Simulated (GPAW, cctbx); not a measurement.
# Bonding in LiAg3Cl4 as X-rays see it

Question: by how much does bonding change the structure factors of LiAg3Cl4?

The cell is our own: ordered rocksalt alloy in the eight-atom cube, 3 of 4 Li sites given to Ag. All numbers below are calculated.

## 1. Find the equilibrium geometry

The density hangs on the geometry, so cell and atoms are relaxed first, with the symmetry held. The cutoff is set higher than for the density because stress converges slowly with plane waves.

Settings: GPAW 26.7.0, PBE, 650 eV, 4×4×4 k-points, Fermi–Dirac width 0.02 eV, BFGS to 0.02 eV/Å.

```text
cell
1.0
     5.502500000    0.000000000    0.000000000
     0.000000000    5.502500000    0.000000000
     0.000000000    0.000000000    5.502500000
Ag Cl Li
3 4 1
Direct
0.000000000 0.000000000 0.500000000
0.000000000 0.500000000 0.000000000
0.500000000 0.000000000 0.000000000
0.500000000 0.000000000 0.500000000
0.500000000 0.500000000 0.000000000
0.000000000 0.000000000 0.000000000
0.000000000 0.500000000 0.500000000
0.500000000 0.500000000 0.500000000
```

```console
$ OMP_NUM_THREADS=1 mpirun -n 4 gpaw python run.py > gpaw.log
```

```text
BFGS:    0      -23.697636        0.157971
BFGS:    1      -23.698738        0.153289
BFGS:    2      -23.717035        0.000376
cell  5.5551 5.5551 5.5551  90.00 90.00 90.00
volume 171.427 A^3, largest force 0.000 eV/A, largest stress 0.00 GPa
```

After 2 steps the volume has changed by +2.9 % and the energy by -0.019 eV; the largest stress left is 0.00 GPa. It took 2 min on 4 cores of Arm Neoverse N1 (shared host), peak memory 1 GiB.

Relaxed structure: Pm-3m (no. 221), a = 5.5551 Å, b = 5.5551 Å, c = 5.5551 Å, α = 90.00°, β = 90.00°, γ = 90.00°.

```
atom  mult.    x    y    z
 Ag1      3    0    0  1/2
 Cl1      3  1/2    0  1/2
 Cl2      1    0    0    0
 Li1      1  1/2  1/2  1/2
```

## 2. The all-electron density

X-rays see the whole electron density, so the PAW density is rebuilt with its core regions. Subtracting spherical free atoms from the same code cancels the cores and leaves the deformation density Δρ, the part due to bonding.

Settings: PBE, 600 eV, 4×4×4 k-points, Fermi–Dirac width 0.02 eV; primitive cell of 8 atoms.

```console
$ OMP_NUM_THREADS=1 mpirun -n 4 gpaw python run.py > gpaw.log
```

```text
|iter:   1|       0s |  -24.271325 | -0.49 |       |
|iter:   2|       2s |  -24.184396 | -1.82 | -1.46 |
|iter:   3|       5s |  -23.720647 | -1.45 | -1.50 |
...
|iter:   7|      14s |  -23.708339c| -5.56 | -3.48 |
|iter:   8|      17s |  -23.708353c| -6.60 | -3.80 |
|iter:   9|      19s |  -23.708354c| -7.81c| -4.50c|
```

```text
grid (64, 64, 64)  electrons 212.000  moved by bonding 1.089 e
deformation density beyond 0.5 A of the nuclei: max 0.092, min -0.045 e/A^3
atom        x       y       z   Voronoi charge  moment
Ag1    0.0000  0.0000  0.5000      0.234       0.00
Ag2    0.0000  0.5000  0.0000      0.234       0.00
Ag3    0.5000  0.0000  0.0000      0.234       0.00
Cl4    0.5000  0.0000  0.5000     -0.217       0.00
Cl5    0.5000  0.5000  0.0000     -0.217       0.00
Cl6    0.0000  0.0000  0.0000     -0.200       0.00
Cl7    0.0000  0.5000  0.5000     -0.217       0.00
Li8    0.5000  0.5000  0.5000      0.150       0.00
mean inner potential of superposed free atoms 13.562 V
total magnetic moment 0.000 muB
```

Deformation density in a plane through the shortest contact of the Ag atom at the origin, in 0.01 e/Å³ (clipped at ±99); x from -1.6 to 4.4 Å, y from 2.4 down to -2.4 Å:

```text
  0   2   3   0   .   0   3   2   0  -4   2   .   2  -4   0   2
 -1   1   2   3   4   3   2   1  -1  -2  -4  -1  -4  -2  -1   1
 -1   0   1   2   3   2   1   0  -1  -1   0   0  -1  -1  -1   0
  0  -1  -1   0   0   0  -1  -1   0   1   2   3   2   1   0  -1
  1  -1  -2  -4  -2  -4  -2  -1   1   2   2   3   2   2   1  -1
  2   0  -4   2   .   2  -4   0   2   2  -1   .  -1   2   2  -1
  3   0  -2   .   .   .  -1   0   3   3   .   .   .   3   3   0
  2   0  -4   2   .   2  -4   0   2   2  -1   .  -1   2   2  -1
  1  -1  -2  -4  -2  -4  -2  -1   1   2   2   3   2   2   1  -1
  0  -1  -1   0   0   0  -1  -1   0   1   2   3   2   1   0  -1
 -1   0   1   2   3   2   1   0  -1  -1   0   0  -1  -1  -1   0
 -1   1   2   3   4   3   2   1  -1  -2  -4  -1  -4  -2  -1   1
  0   2   3   0   .   0   3   2   0  -4   2   .   2  -4   0   2
```

Atoms in or within 0.15 Å of the plane: Ag (0.0, 0.0), Cl (2.8, 0.0) Å. Dots mark points within about 0.45 Å of a nucleus; large values next to them are atomic features.

Cl gains most (-0.21 e) and Ag loses most (+0.23 e), in averages over each element's sites; Cl is the most electronegative element, but the order of the others doesn't follow electronegativity. Such charges fall far short of formal ones, since overlapping free atoms already put density on their neighbours. Along the shortest contact from the Ag atom at the map's origin, Ag–Cl at 2.78 Å, Δρ is +0.01 e/Å³ at the midpoint; the highest value on the line, +0.10, lies at the edge of the range, 0.5 Å from Ag, and is an atomic rather than a bond feature: little piles up between the atoms. At the midpoints of other shortest contacts it is +0.02 (Cl–Li, 2.78 Å) e/Å³. Point values carry grid noise of about 0.01 e/Å³. The run needed 9 iterations, 34 s.

## 3. From the density to structure factors

The Fourier components of Δρ, added to those of the free atoms, give the static X-ray structure factors; the Mott–Bethe relation turns them into the Fourier components V of the potential that fast electrons feel.

```text
static structure factors of the conventional cell: F in electrons, V (Mott-Bethe) in volts
   h  k  l      d  |F| table  |F| free   |F| DFT   change   |V| free  |V| DFT  change %
   0  1  0  5.5551    42.164    42.171    42.081   -0.090     1.509    1.584      4.9
   0  1  1  3.9280    40.457    40.432    40.388   -0.044     1.472    1.490      1.2
   1  1  1  3.2072    70.710    70.514    69.885   -0.629     1.509    1.682     11.5
   0  2  0  2.7776   170.324   170.164   170.467    0.303     8.630    8.567     -0.7
   0  2  1  2.4843    36.339    36.271    36.277    0.006     1.275    1.274     -0.1
   1  2  1  2.2679    35.232    35.167    35.211    0.044     1.215    1.209     -0.5
   0  2  2  1.9640   148.494   148.397   148.342   -0.055     6.560    6.566      0.1
   1  2  2  1.8517    32.468    32.426    32.479    0.053     1.061    1.056     -0.5
   0  3  0  1.8517    32.468    32.426    32.391   -0.035     1.061    1.064      0.3
   0  3  1  1.7567    31.694    31.661    31.658   -0.003     1.018    1.018      0.0
   1  3  1  1.6749    60.587    60.396    60.659    0.263     1.170    1.151     -1.7
   2  2  2  1.6036   134.352   134.342   134.218   -0.124     5.340    5.348      0.2
   0  3  2  1.5407    29.699    29.689    29.699    0.009     0.908    0.908     -0.1
   1  3  2  1.4847    29.123    29.121    29.149    0.028     0.877    0.875     -0.2
```

The largest X-ray change is -0.63 e on 111, 0.9 % of |F|. For electrons V goes as (Z − F)/g², so a change of F counts against Z − F, which is small at low angle and wherever the atoms' terms cancel: |V| of 111 moves by +11.5 % (1.51 to 1.68 V) against -0.9 % in |F|. The tabulated Hartree–Fock atoms differ from the free DFT atoms by up to 0.20 e, so the choice of reference atom matters too.

## 4. Answer

Bonding moves 1.09 e in the primitive cell of LiAg3Cl4 and changes the structure factors of the conventional cell in the table above by at most 0.63 e (111, 0.9 %). The shortest bond, Ag–Cl, has Δρ = +0.01 e/Å³ at its midpoint. Limits: static density, frozen cores, no spin–orbit coupling.

[Outputs are excerpts: Python notices, other lines and further rows are left out; steps that failed or that the build refused (PBEsol, TPSS) are not shown.]

[Logs are printed without paths, hosts, clocks, repeated set-up lines and the standing remarks that a program may print on its own settings, such as how far it seeks lower states.]
